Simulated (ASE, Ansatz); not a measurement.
# Structural relaxation of random rock-salt (Hf, Nb, Zr, Ti)C solid solution (64 atoms), part 2 of 2

Wanted: the relaxed structure of random rock-salt (Hf, Nb, Zr, Ti)C solid solution (64 atoms) and its electronic structure.

Ansatz 0.2.0; Kohn-Sham DFT, revPBE, PAW (set soft_2), plane waves.

The cell: 10 Ti, 32 C, 7 Zr, 8 Nb and 7 Hf. The host structure and its lattice constant were typed by rule, without a check against the phase diagram. The levels lack spin–orbit coupling.

So far. Step 3 (Relaxation): The relaxation changed the energy by -25.9 meV/atom, and atoms moved by 0.062 Å r.m.s., 0.12 Å at most.

### 5. Single point at the relaxed geometry

The electronic structure is read at the final geometry, in a run of its own.

input.yaml

```yaml
crystal:
  lattice:
    - [9.028, 0.0, 0.0]
    - [0.0, 9.028, 0.0]
    - [0.0, 0.0, 9.028]
  atoms:
    - { symbol: Ti, position: [0.0004, 0.00187, 0.99784] }
    - { symbol: C, position: [0.25094, 0.00114, 0.99951] }
    - { symbol: Zr, position: [0.00106, 0.24725, 0.24732] }
    - { symbol: C, position: [0.25121, 0.24568, 0.24859] }
    [... 54 atom lines left out ...]
    - { symbol: Ti, position: [0.4982, 0.75117, 0.75128] }
    - { symbol: C, position: [0.74904, 0.75468, 0.75246] }
    - { symbol: Hf, position: [0.74685, 0.49795, 0.75176] }
    - { symbol: C, position: [0.49429, 0.49847, 0.7464] }
    - { symbol: Zr, position: [0.74761, 0.75047, 0.5034] }
    - { symbol: C, position: [0.49983, 0.74956, 0.50712] }
kpoints:
  mp_grid: { grid: [2, 2, 2] }
hamiltonian:
  xc: revpbe
scf:
  occupations: { method: fermi_dirac, width: 0.05 }
output:
  forces: true
  stress: true
  populations: true
  dos:
    method: { smearing: { sigma: 0.1 } }
    de: 0.1
    projected: { site_lists: { C: [C], Hf: [Hf], Nb: [Nb], Ti: [Ti], Zr: [Zr] } }
  eigenvalues: true
  write_density: true
  write_potential: true
  volumetric_format: npy
  elf: true
```

Run with:

```
ansatz run input.yaml --threads 4 --pin off --max-ram 8192MiB --backend cpu --events-out ev --progress --plain --runs-dir out
```

Numbers of over 12 decimals in the logs are rounded to 6 here.

The program printed:

```text
[...]
Crystal: 64 atoms, lattice volume = 735.825 Å³
Basis set: ecut = 420 eV, 14363 PW (Γ), exchange–correlation on 128×128×128 points (8 copies of the dense FFT grid, shifted against one another)
Bands: 373, of which v1, the nominal top of the filled ones, is band 309 counted from 1 (308 counted from 0)
Symmetry: 1 space group operations
[...]
k-points: 8
[...]
SCF iter   1: F=—  HF=-209025.355967 eV  |F-HF|=—  |Δ(HF+E_count)|=         —  Δρ=5.79e-3  dr2=8.78e-1  ethr=1.77e-3  ⟨swp⟩=4.0  Hψ=9363  notcnv=0  defer=78
[...]
SCF iter  10: F=-209025.274887 eV  HF=-209025.274887 eV  |F-HF|=3.22e-8  |Δ(HF+E_count)|=   1.27e-8  Δρ=1.20e-6  dr2=3.83e-8  ethr=1.62e-11  ⟨swp⟩=13.4  Hψ=20417  notcnv=0
SCF 1 converged in 10 iterations: F = -209025.274887 eV  dr2 = 3.83e-8
[...]
SCF converged after 10 iterations
Free energy (F): -209025.274887 eV
[...]
Internal energy: -209025.114370 eV  (E = F + TS)
E sigma→0 (E₀):  -209025.194628 eV
Entropy (-TS):   -0.160516 eV (-2.508 meV/atom)
Fermi energy:    17.691396 eV
[...]
--- Forces (eV/Å), atoms counted from 1 ---
  atom   1  Ti     0.00744921     0.00142924    -0.00027947
  atom   2  C     -0.00042684     0.00192453    -0.00558369
  atom   3  Zr     0.00140213    -0.00135723    -0.00226010
  atom   4  C     -0.00170980    -0.00671038     0.00190008
  atom   5  Nb     0.00387505     0.00430661    -0.00875124
  atom   6  C      0.00024927     0.00121704     0.00301450
  atom   7  Ti    -0.00056096    -0.00378541     0.00116443
  atom   8  C     -0.00092442     0.00124817    -0.00091456
  atom   9  Zr    -0.00291234     0.00378466     0.00705688
  atom  10  C     -0.00298847    -0.00226384     0.00388631
  atom  11  Hf     0.00096356    -0.00582362    -0.00021762
  atom  12  C      0.00060313     0.00305524    -0.00075124
  atom  13  Nb     0.00948838    -0.00195613    -0.00523910
  atom  14  C     -0.00046299    -0.00562328     0.00320954
[...]
atom  63  Zr    -0.00045071     0.00519173    -0.00653367
  atom  64  C      0.00047483    -0.00448139     0.00167000
  max |Σ_I F_I| component: 4.10e-5 eV/Å
--- Stress (GPa, compression-positive) ---
        6.204718       0.017419       0.007632
        0.017419       5.277460       0.009368
        0.007632       0.009368       5.980772
  P = ⅓ Tr σ = 5.8210 GPa (58.210 kbar)
--- Band table (eV; the first three rows and the last of 8) ---
[...]
--- Löwdin populations: 64 sites ---
  site symbol       q [e]
     0     Ti     11.0804
     1      C      4.7240
     2     Zr     11.3045
[...]
63      C      4.7238
  spilling = 0.002331 (of n_electrons = 618.000000)
```

Run time: 3.6 min. Hardware: 4 threads of Arm Neoverse N1, shared host; peak memory 6.1 GiB; 14 min of CPU time.

The run gave:

* free energy: -209025.2749 eV
* free energy per atom: -3266.0199 eV/atom
* SCF cycles: 10
* pressure: 5.821 GPa
* r.m.s. force component: 0.00383 eV/Å
* longest force: 0.01216 eV/Å
* Fermi energy: 17.69 eV
* levels partly filled by over 2 per cent: 33
* spilling of the projection: 0.002331

Löwdin charges by element (they lack the spilled electrons, 0.023 e an atom on average):

```csv
element,coordination,atoms,mean charge (e),spread,least,most
C,all,32,-0.717,0.0306,-0.782,-0.667
Hf,all,7,0.681,0.0061,0.671,0.690
Nb,all,8,0.708,0.0225,0.668,0.725
Ti,all,10,0.904,0.0065,0.892,0.920
Zr,all,7,0.701,0.0077,0.689,0.712
```

Charge against the make-up of the first shell:

```csv
Ti neighbours of C,atoms,mean charge (e)
0,4,-0.683
1,11,-0.694
2,7,-0.719
3,5,-0.744
4,5,-0.761
```

Density of states as counts of states in windows of 0.5 eV (from the Fermi level), total and the larger projections:

```csv
from (eV),to (eV),total,C p,Ti d,Nb d,Hf d
-10,-9.5,8.3,0.1,0.4,0.3,0.3
-9.5,-9,0.9,0.0,0.0,0.0,0.0
-9,-7,0.0,0.0,0.0,0.0,0.0
-7,-6.5,1.0,0.4,0.1,0.1,0.1
-6.5,-6,4.7,2.1,0.3,0.7,0.4
-6,-5.5,8.3,3.9,0.5,1.3,0.7
-5.5,-5,15.9,7.7,1.0,2.6,1.1
-5,-4.5,15.7,8.5,1.0,2.2,1.1
-4.5,-4,15.2,8.4,0.9,2.7,1.0
-4,-3.5,40.4,21.2,4.0,6.4,3.0
-3.5,-3,34.2,17.1,5.2,4.3,3.1
-3,-2.5,30.3,15.2,5.2,2.7,3.1
-2.5,-2,16.3,8.7,3.3,0.8,1.5
-2,-1.5,2.5,0.6,0.6,0.6,0.3
-1.5,-1,6.8,4.3,0.8,0.6,0.4
-1,-0.5,5.0,2.8,0.7,0.6,0.3
-0.5,0,3.7,1.0,1.0,1.1,0.2
0,0.5,19.7,6.8,4.9,4.2,1.3
0.5,1,11.0,2.0,3.9,2.2,1.0
1,1.5,10.1,1.0,4.8,2.1,0.9
1.5,2,29.4,5.0,14.0,6.3,1.4
```

Between -26 and -10 eV lie 153 more states.

The stored curve holds about 362 of the 618 electrons; the rest, give or take the few that broadening carries across the Fermi level, lie in deeper levels below its range.

The levels nearest the highest filled one (over half full), pooled over k-points and spins:

```csv
level less the highest filled one (eV),occupation
-0.0485,1.47
-0.0421,1.42
-0.0384,1.39
-0.0308,1.32
-0.0103,1.13
0,1.03
0.02,0.828
0.049,0.567
0.0834,0.332
0.0952,0.272
0.0996,0.252
0.101,0.246
```

Valence density in the ac plane at fractional y = 0.493, with atoms of Nb and C and Hf and Zr and Ti within 0.2 Å of it. It is the smooth field of the valence electrons, not physical close to the nuclei.

Ten steps, logarithmic in the rise over the least value, from '_' (0 e/Å³) to '@' (29 e/Å³), each cell a mean:
```
**++--..::------::..==##@@%%**::..::------....==**
++==::__..::--::..__::++****--..__..::::....__::==
::..______......______..::::..____........______::
::....____::--::______..::....____::====::____..::
----..__::++**++--....::----::..::**%%%%++::..::--
----::..--**####==..::------::..==##@@@@##--..::--
----::..--**##**==..::------::..--##@@%%**--..::--
::::..__..--====..__..::--::..__..==****--..__..::
....______......______......______..::::..______..
--::..____..::::..____::--::..____..::....____..--
++==::....------::..::++****--....::----::....--++
++++--..::------::..--**####++..::--------..::==++
++++--....------::..::++##**==....------::....==++
==--..__..::::::..____::==--..____::::::..____::==
....______......________....______......________..
....____..--==--..____..::....____::----..____....
--::....--##%%##==....::----::..::==++++==::..::--
----::::++%%@@%%**::::--------..--++****++--..::--
----::..==%%@@%%++::..------::..::++****++::..::--
--::..__::++**++--__..::::::..__..--====--..__..::
....______..::..______......______..::::..______..
--::..____......______::==--..____..::::..____..::
++==::....::--::....--**####==....::----::....--++
**++==::::------::..==%%@@@@**::..--------::::==**
```
Columns run along a (9.0 Å), rows up along c (9.0 Å). Atoms in or near the plane, at fractional coordinates: Nb at (0.00, 0.00), C at (0.25, 0.99), Hf at (0.25, 0.25), C at (0.00, 0.25), Zr at (0.00, 0.50), C at (0.26, 0.51), Ti at (0.25, 0.75), C at (0.01, 0.76), Hf at (0.50, 0.00), C at (0.75, 0.00), Nb at (0.75, 0.25), C at (0.50, 0.25), Ti at (0.50, 0.51), C at (0.74, 0.50) and more.

Electrostatic potential energy in the ac plane at fractional y = 0.493, with atoms of Nb and C and Hf and Zr and Ti within 0.2 Å of it. With pseudopotentials it is smooth inside the atoms' cores, unlike the true potential.

Ten even steps from '_' (-59 eV) to '@' (17 eV), each cell a mean:
```
__..++%%%%==..==%%@@**==++==++%%@@##--::##@@%%==__
--++%%@@@@%%##%%@@@@%%**++++##@@@@@@%%%%@@@@@@##==
%%%%@@@@@@@@@@@@@@@@@@%%%%%%@@@@@@@@@@@@@@@@@@@@%%
%%@@@@@@@@%%####@@@@@@@@@@@@@@@@@@##****%%@@@@@@@@
--**@@@@##++++++##@@@@##++**@@@@%%++====++%%@@@@++
__==%%@@##++==++**%%%%==__::%%@@##==++++++##@@%%::
::**@@@@##++==++**@@@@++..==%%@@##++====++##@@%%++
%%@@@@@@%%##****%%@@@@%%##%%@@@@%%**++++##%%@@@@%%
@@@@@@@@@@@@%%@@@@@@@@@@@@@@@@@@@@@@%%%%@@@@@@@@@@
**##%%@@@@@@%%@@@@@@@@%%####%%@@@@@@@@@@@@@@@@%%**
..--##@@@@##==++%%@@%%++++++**@@@@%%++**%%@@%%**::
__..++%%%%==__..##@@##++====**%%@@++__..##@@%%==__
__::**@@@@**::==%%@@##++++++**%%@@**::--##@@%%++..
==**%%@@@@@@%%@@@@@@@@##****%%@@@@@@##%%@@@@@@##++
%%@@@@@@@@@@@@@@@@@@@@@@@@@@@@@@@@@@@@@@@@@@@@@@%%
@@@@@@@@%%##**##%%@@@@@@@@@@@@@@@@%%****%%@@@@@@@@
++%%@@@@##++==++**@@@@##==++%%@@%%==....==%%@@@@**
__++@@%%**==++==++%%@@++__..##@@##::____::##@@##::
..++@@%%**==++==**%%@@**::--%%@@##::____--##@@%%--
##%%@@@@%%**++**##@@@@@@%%%%@@@@%%**----**%%@@@@##
@@@@@@@@@@%%%%%%@@@@@@@@@@@@@@@@@@@@%%%%@@@@@@@@@@
**##@@@@@@@@@@@@@@@@@@%%####%%@@@@@@@@@@@@@@@@%%##
..--##@@@@##++##@@@@##++==++**%%@@%%++++%%@@%%**::
____++%%%%--__--%%%%**==++++++%%@@**..__++@@%%--__
```
Columns run along a (9.0 Å; values clipped at the 3rd and 97th percentile), rows up along c (9.0 Å). Atoms in or near the plane, at fractional coordinates: Nb at (0.00, 0.00), C at (0.25, 0.99), Hf at (0.25, 0.25), C at (0.00, 0.25), Zr at (0.00, 0.50), C at (0.26, 0.51), Ti at (0.25, 0.75), C at (0.01, 0.76), Hf at (0.50, 0.00), C at (0.75, 0.00), Nb at (0.75, 0.25), C at (0.50, 0.25), Ti at (0.50, 0.51), C at (0.74, 0.50) and more.

Mean Löwdin charges: C -0.72, Hf +0.68, Nb +0.71, Ti +0.90, Zr +0.70 e. The charge on C changes by -0.021 e for each Ti neighbour that takes the place of another kind, on average.

A closer look about Zr25, one of the 7 Zr atoms: 8 atoms, nearest first, numbered in the order of the input, with positions taken from that point.

```csv
atom,x,y,z,distance (Å),bonds,Löwdin charge (e)
Zr25,0.00,0.00,0.00,0.00,6,0.71
C16,0.02,-2.25,-0.01,2.25,6,-0.72
C32,-0.02,2.28,0.00,2.28,6,-0.69
C30,0.03,0.03,2.28,2.28,6,-0.70
C26,2.30,-0.05,0.03,2.30,6,-0.76
C22,-0.03,0.02,-2.33,2.33,6,-0.68
C58,-2.34,0.00,-0.04,2.34,6,-0.71
Ti29,2.27,-0.03,2.24,3.19,6,0.91
```

The column of bonds counts only the pairs C-Ti within 2.76 Å, C-Nb within 2.81 Å, C-Hf within 2.94 Å, C-Zr within 2.94 Å; other neighbours, such as metal atoms beside each other in a compound, aren't counted, and periodic images can show an atom twice.

### 6. Outcome

```yaml
energy_change_in_the_relaxation: -25.9 meV/atom
r_m_s_displacement: 0.062 Å
largest_displacement: 0.116 Å
free_energy_per_atom: -3266.0199 eV/atom
density: 7.886 g/cm³
pressure: 5.821 GPa
r_m_s_force_component: 0.00383 eV/Å
wall_time_of_the_3_dft_runs: 24 min
```

In words: Relaxation lowers the energy by 25.9 meV/atom and moves atoms by 0.062 Å r.m.s.; the r.m.s. force component goes from 0.53 to 0.0038 eV/Å. By the final cutoffs no bond was broken or made. From the first step to the last the energy fell by 1.658 eV, and the largest move was 0.12 Å (Nb41). The C-Ti bonds go from 2.257 Å (spread 0.023) to 2.228 Å (spread 0.042). By these cutoffs all C atoms have 6, all Hf atoms have 6, all Nb atoms have 6 and all Ti atoms have 6 bonded neighbours. 33 levels are partly filled, by over 2 % (on the run's k-points): at this level the cell shows no clear gap.

**Limits.** The pressure of 5.8 GPa says that the cell would expand at this level of theory.

[Logs are printed without paths, hosts, clocks, repeated set-up lines and the standing remarks that a program may print on its own settings, such as how far it seeks lower states.]

[Hosts, paths, dates, database ids (printed as entryN), source tags and the programs' standing remarks are cut or masked in the printed files.]
